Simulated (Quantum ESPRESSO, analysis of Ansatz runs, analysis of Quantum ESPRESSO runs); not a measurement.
# Charge-transition level of the Ti on the Ga site in GaAs (QE: PBE) (Quantum ESPRESSO), part 2 of 4

How near does this set-up come to the measured charge-transition level? Subject: Ti on the Ga site in GaAs. Set-up: QE: PBE, GBRV 1.5 PBE, 32-site cell, PBE lattice, k: the single point 1/4 1/4 1/4 then 2x2x2 shifted, dielectric constants 10.9 and 12.9 (handbook). The model is a cell of 32 host atoms with 1 Ga taken out and 1 Ti put in. The level is the Fermi energy at which two charge states have equal formation energy, after a correction for the images of the charge. Other potentials or another program check that the number doesn't hang on one set of files.

Quantum ESPRESSO 7.5; QE: PBE, GBRV 1.5 PBE, 32-site cell, PBE lattice, k: the single point 1/4 1/4 1/4 then 2x2x2 shifted, dielectric constants 10.9 and 12.9 (handbook).

So far: Set-up; Relaxation, charge +1.

## Step 3: Single point, charge +1

The relaxed structure is kept, and the final numbers are taken at the final level and k-points.

This step: Quantum ESPRESSO plane-wave DFT, PBE, GBRV 1.5 PBE potentials; single point of a defect supercell.

pw.in reads:

```
&CONTROL
  calculation = 'scf'
  prefix = 'pwscf'
  outdir = './tmp'
  pseudo_dir = './pseudo'
  tprnfor = .true.
  disk_io = 'low'
/
&SYSTEM
  ibrav = 0
  nat = 32
  ntyp = 3
  ecutwfc = 45
  ecutrho = 360
  nbnd = 192
  occupations = 'smearing'
  smearing = 'fd'
  degauss = 0.00073499
  tot_charge = 1
  nosym = .true.
/
&ELECTRONS
  conv_thr = 3d-08
  electron_maxstep = 100
  mixing_beta = 0.5
/
ATOMIC_SPECIES
Ga    69.7230 ga_pbe_v1.4.uspp.F.UPF
Ti    47.8670 ti_pbe_v1.4.uspp.F.UPF
As    74.9216 as_pbe_v1.uspp.F.UPF
CELL_PARAMETERS angstrom
  -5.7368700154    5.7368700154   -5.7368700154
   5.7368700154    5.7368700154    5.7368700154
   5.7368700154   -5.7368700154   -5.7368700154
ATOMIC_POSITIONS crystal
Ga    -0.0031542424   -0.0021108164   -0.0032267445
Ga    -0.0032475039    0.2472796376    0.7470412057
Ga    -0.0000505945    0.4995857729    0.5022550917
[... 2 atom lines left out ...]
Ga     0.2494094911    0.2498674522    0.5021237231
Ti     0.2494918461    0.5000611276    0.2496205198
[... 1 atom line left out ...]
Ga     0.4992043703    0.0022878442    0.4994004673
Ga     0.5023902120    0.2508480202    0.2498836251
Ga     0.5020854008    0.5002493157    0.0000870578
Ga     0.4989111159    0.7492876576    0.7516315150
[... 6 atom lines left out ...]
As    -0.0005836570    0.5000624954    0.2494828521
[... 2 atom lines left out ...]
As     0.2494303713    0.2499699072    0.2496195044
As     0.2493759622    0.5000277417   -0.0004533247
[... 4 atom lines left out ...]
As     0.4997500829    0.7500153019    0.4996590439
[... 3 atom lines left out ...]
As     0.7497789929    0.7511567121    0.2495371335
K_POINTS automatic
2 2 2 1 1 1
```

pp_potential.in reads:

```
&INPUTPP
  prefix = 'pwscf'
  outdir = './tmp'
  filplot = 'potential.dat'
  plot_num = 11
/
&PLOT
  nfile = 1
  filepp(1) = 'potential.dat'
  iflag = 3
  output_format = 6
  fileout = 'potential.cube'
/
```

Command:

```bash
$ OMP_NUM_THREADS=1 mpirun -n 4 pw.x -nk 2 -in pw.in > pw.out
$ OMP_NUM_THREADS=1 mpirun -n 4 pp.x -in pp_potential.in > pp_potential.out
```

What it wrote:

```text
[banner, memory and clock lines left out]
          URL

     bravais-lattice index     =            0
     lattice parameter (alat)  =      18.7774  a.u.
     unit-cell volume          =    5096.6126 (a.u.)^3
     number of atoms/cell      =           32
     number of atomic types    =            3
     number of electrons       =       376.00
     number of Kohn-Sham states=          192
     kinetic-energy cutoff     =      45.0000  Ry
     charge density cutoff     =     360.0000  Ry
     scf convergence threshold =      3.0E-08
     mixing beta               =       0.5000
     number of iterations used =            8  plain     mixing
     Exchange-correlation= SLA  PW   PBE  PBE
                           (   1   4   3   4   0   0   0)

     celldm(1)=  18.777359  celldm(2)=   0.000000  celldm(3)=   0.000000
     celldm(4)=   0.000000  celldm(5)=   0.000000  celldm(6)=   0.000000

     crystal axes: (cart. coord. in units of alat)
               a(1) = (  -0.577350   0.577350  -0.577350 )
               a(2) = (   0.577350   0.577350   0.577350 )
               a(3) = (   0.577350  -0.577350  -0.577350 )

     reciprocal axes: (cart. coord. in units 2 pi/alat)
               b(1) = (  0.000000  0.866025 -0.866025 )
               b(2) = (  0.866025  0.866025 -0.000000 )
               b(3) = (  0.866025  0.000000 -0.866025 )

     PseudoPot. # 1 for Ga read from file:
     ga_pbe_v1.4.uspp.F.UPF
     Pseudo is Ultrasoft + core correction, Zval = 19.0
     Generated by new atomic code, or converted to UPF format
     Using radial grid of  871 points,  6 beta functions with:
                l(1) =   0
                l(2) =   0
                l(3) =   1
                l(4) =   1
                l(5) =   2
                l(6) =   2
     Q(r) pseudized with  8 coefficients,  rinner =    1.250   1.250   1.250
                                                       1.250   1.250

     PseudoPot. # 2 for Ti read from file:
     ti_pbe_v1.4.uspp.F.UPF
     Pseudo is Ultrasoft + core correction, Zval = 12.0
     Generated by new atomic code, or converted to UPF format
     Using radial grid of  851 points,  6 beta functions with:
                l(1) =   0
                l(2) =   0
                l(3) =   1
                l(4) =   1
[...]
Q(r) pseudized with  6 coefficients,  rinner =    1.000   1.000   1.000
                                                       1.000   1.000

     PseudoPot. # 3 for As read from file:
     as_pbe_v1.uspp.F.UPF
     Pseudo is Ultrasoft + core correction, Zval =  5.0
     Generated by new atomic code, or converted to UPF format
     Using radial grid of  875 points,  6 beta functions with:
[...]
l(2) =   0
                l(3) =   1
                l(4) =   1
                l(5) =   2
                l(6) =   2
     Q(r) pseudized with  8 coefficients,  rinner =    1.300   1.300   1.300
                                                       1.300   1.300

     atomic species   valence    mass     pseudopotential
     Ga               19.00    69.72300     Ga( 1.00)
     Ti               12.00    47.86700     Ti( 1.00)
     As                5.00    74.92160     As( 1.00)

     No symmetry found

   Cartesian axes

     site n.     atom                  positions (alat units)
         1        Ga     tau(   1) = (  -0.0012605  -0.0011768   0.0024654  )
         2        Ga     tau(   2) = (   0.5759464  -0.2904124  -0.2866625  )
         3        Ga     tau(   3) = (   0.5784423  -0.0015703  -0.0015119  )
         4        Ga     tau(   4) = (   0.5788410   0.2904612   0.2907008  )
         5        Ga     tau(   5) = (   0.2887908  -0.2886903  -0.5776901  )
         6        Ga     tau(   6) = (   0.2901657  -0.0016436  -0.2896369  )
         7        Ti     tau(   7) = (   0.2887847   0.2886361   0.0005478  )
         8        Ga     tau(   8) = (   0.2908990   0.5785299   0.2908672  )
         9        Ga     tau(   9) = (   0.0014341   0.0012077  -0.5752239  )
        10        Ga     tau(  10) = (  -0.0009576   0.2906119  -0.2894983  )
        11        Ga     tau(  11) = (  -0.0010098   0.5786480  -0.0011103  )
        12        Ga     tau(  12) = (   0.5785096   0.2866932  -0.2893997  )
        13        Ga     tau(  13) = (  -0.2884119   0.2883238  -0.5764336  )
        14        Ga     tau(  14) = (  -0.2904849   0.5759108  -0.2869105  )
        15        Ga     tau(  15) = (   0.2886107   0.2885828  -0.5766232  )
        16        Ga     tau(  16) = (   0.2871239   0.5790600  -0.2897111  )
        17        As     tau(  17) = (   0.4322289  -0.4322137  -0.4331028  )
        18        As     tau(  18) = (   0.4323997  -0.1453232  -0.1434745  )
        19        As     tau(  19) = (   0.4330872   0.1443352   0.1450092  )
        20        As     tau(  20) = (   0.4329326   0.4325166   0.4346623  )
        21        As     tau(  21) = (   0.1451967  -0.1452240  -0.4332312  )
        22        As     tau(  22) = (   0.1444294   0.1442110  -0.1438064  )
        23        As     tau(  23) = (   0.1444521   0.4329302   0.1449756  )
        24        As     tau(  24) = (   0.7222454   0.1444601  -0.1435792  )
[...]
Davidson diagonalization with overlap
     ethr =  2.49E-04,  avg # of iterations = 10.2

     negative rho (up, down):  4.871E-04 0.000E+00

     total energy              =   -6994.89935928 Ry
     estimated scf accuracy    <       1.29955075 Ry

     iteration #  7     ecut=    45.00 Ry     beta= 0.50
     Davidson diagonalization with overlap
     ethr =  2.49E-04,  avg # of iterations =  7.2

     negative rho (up, down):  5.171E-04 0.000E+00

     total energy              =   -6995.04300945 Ry
     estimated scf accuracy    <       0.01330627 Ry

     iteration #  8     ecut=    45.00 Ry     beta= 0.50
     Davidson diagonalization with overlap
     ethr =  3.54E-06,  avg # of iterations =  9.2

     negative rho (up, down):  5.104E-04 0.000E+00

     total energy              =   -6995.04279133 Ry
     estimated scf accuracy    <       0.02967129 Ry

     iteration #  9     ecut=    45.00 Ry     beta= 0.50
     Davidson diagonalization with overlap
     ethr =  3.54E-06,  avg # of iterations =  6.8

     negative rho (up, down):  5.169E-04 0.000E+00

     total energy              =   -6995.04586548 Ry
     estimated scf accuracy    <       0.00156248 Ry

     iteration # 10     ecut=    45.00 Ry     beta= 0.50
     Davidson diagonalization with overlap
     ethr =  4.16E-07,  avg # of iterations =  4.8

     negative rho (up, down):  5.180E-04 0.000E+00

     total energy              =   -6995.04610763 Ry
     estimated scf accuracy    <       0.00003610 Ry

     iteration # 11     ecut=    45.00 Ry     beta= 0.50
     Davidson diagonalization with overlap
     ethr =  9.60E-09,  avg # of iterations =  7.0

     negative rho (up, down):  5.178E-04 0.000E+00

     total energy              =   -6995.04616609 Ry
     estimated scf accuracy    <       0.00003157 Ry

     iteration # 12     ecut=    45.00 Ry     beta= 0.50
     Davidson diagonalization with overlap
     ethr =  8.40E-09,  avg # of iterations =  4.2

     negative rho (up, down):  5.177E-04 0.000E+00

     total energy              =   -6995.04616742 Ry
     estimated scf accuracy    <       0.00000296 Ry

     iteration # 13     ecut=    45.00 Ry     beta= 0.50
     Davidson diagonalization with overlap
     ethr =  7.87E-10,  avg # of iterations =  5.0

     negative rho (up, down):  5.178E-04 0.000E+00

     total energy              =   -6995.04616816 Ry
     estimated scf accuracy    <       0.00000292 Ry

     iteration # 14     ecut=    45.00 Ry     beta= 0.50
     Davidson diagonalization with overlap
     ethr =  7.78E-10,  avg # of iterations =  2.0

     negative rho (up, down):  5.178E-04 0.000E+00

     total energy              =   -6995.04616813 Ry
     estimated scf accuracy    <       0.00000095 Ry

     iteration # 15     ecut=    45.00 Ry     beta= 0.50
     Davidson diagonalization with overlap
     ethr =  2.52E-10,  avg # of iterations =  5.0

     negative rho (up, down):  5.178E-04 0.000E+00

     End of self-consistent calculation

          k = 0.4330 0.4330-0.4330 ( 25972 PWs)   bands (ev):

   -87.5125 -87.5118 -87.5118 -87.5117 -87.5114 -87.5113 -87.5110 -87.5109
   -87.5106 -87.5104 -87.5102 -87.5100 -87.4994 -87.4990 -87.4986 -87.4984
   -87.4981 -87.4980 -87.4978 -87.4977 -87.4977 -87.4976 -87.4975 -87.4974
   -87.4971 -87.4970 -87.4970 -87.4968 -87.4968 -87.4965 -87.4964 -87.4964
   -87.4963 -87.4960 -87.4957 -87.4956 -87.4549 -87.4543 -87.4539 -87.4536
   -87.4534 -87.4530 -87.4527 -87.4527 -87.4523 -50.8134 -27.0761 -27.0756
   -27.0752  -7.9813  -7.9811  -7.9809  -7.9806  -7.9781  -7.9777  -7.9775
    -7.9773  -7.9768  -7.9631  -7.9629  -7.9627  -7.9327  -7.9298  -7.9296
    -7.9294  -7.8934  -7.8931  -7.8929  -7.8927  -7.8926  -7.8923  -7.8922
    -7.8920  -7.8817  -7.8814  -7.8799  -7.8795  -7.8794  -7.8785  -7.8783
[...]
k = 0.0000 0.4330 0.0000 ( 26027 PWs)   bands (ev):

[...]
k = 0.0000 0.0000-0.4330 ( 26027 PWs)   bands (ev):

[...]
k =-0.4330 0.0000 0.0000 ( 26027 PWs)   bands (ev):

[...]
2.1445   2.1851   3.1544   3.1642   3.2763   3.2765   3.4019   3.7777
     3.9523   3.9688   3.9693   4.3987   4.4103   4.4106   4.5018   4.5128
     4.5200   4.5204   4.5606   4.5609   4.6054   4.6077   4.7453   4.7750
     4.7753   5.1814   5.3884   5.4533   5.4838   5.4842   5.6063   5.6471
     5.6473   5.6870   6.0672   6.0676   7.2263   7.3934   7.6907   8.0032

     the Fermi energy is     6.6545 ev

!    total energy              =   -6995.04616823 Ry
     estimated scf accuracy    <       0.00000001 Ry
     smearing contrib. (-TS)   =       0.00000000 Ry
     internal energy E=F+TS    =   -6995.04616823 Ry

     The total energy is F=E-TS. E is the sum of the following terms:
     one-electron contribution =   -6270.09710584 Ry
     hartree contribution      =    3251.30552788 Ry
     xc contribution           =   -1250.48573012 Ry
     ewald contribution        =   -2725.76886015 Ry

     convergence has been achieved in  15 iterations

     negative rho (up, down):  5.178E-04 0.000E+00

     Forces acting on atoms (cartesian axes, Ry/au):

     atom    1 type  1   force =    -0.00038414   -0.00070395    0.00095135
     atom    2 type  1   force =    -0.00022267   -0.00085655    0.00024674
     atom    3 type  1   force =     0.00056669   -0.00024579   -0.00010301
     atom    4 type  1   force =     0.00057153    0.00053659    0.00033860
     atom    5 type  1   force =     0.00004163    0.00007500    0.00057809
     atom    6 type  1   force =     0.00092098   -0.00053203   -0.00075020
     atom    7 type  2   force =     0.00000885   -0.00000618   -0.00004951
     atom    8 type  1   force =     0.00019340    0.00042552    0.00011921
     atom    9 type  1   force =     0.00070949    0.00023138    0.00105948
     atom   10 type  1   force =    -0.00056895    0.00059573   -0.00055742
[...]
atom   28 type  3   force =     0.00147670    0.00172483   -0.00157673
     atom   29 type  3   force =    -0.00068163    0.00222573    0.00093542
     atom   30 type  3   force =    -0.00081517   -0.00062052   -0.00220542
     atom   31 type  3   force =    -0.00082825    0.00073390    0.00215149
     atom   32 type  3   force =    -0.00057086   -0.00236658   -0.00102523

     Total force =     0.010828     Total SCF correction =     0.000224
```

Run time: 9.5 min. Hardware: 4 MPI ranks of Arm Neoverse V1, shared host; peak memory 3.3 GiB.

[end of part 2 of 4]

[Logs are printed without paths, hosts, clocks, repeated set-up lines and the standing remarks that a program may print on its own settings, such as how far it seeks lower states.]

[Hosts, paths, dates, database ids (printed as entryN), source tags and the programs' standing remarks are cut or masked in the printed files.]

[For some hosts the program warned that the k-mesh of the response run may be too coarse for force constants and the static dielectric constant; such warnings are not shown here.]
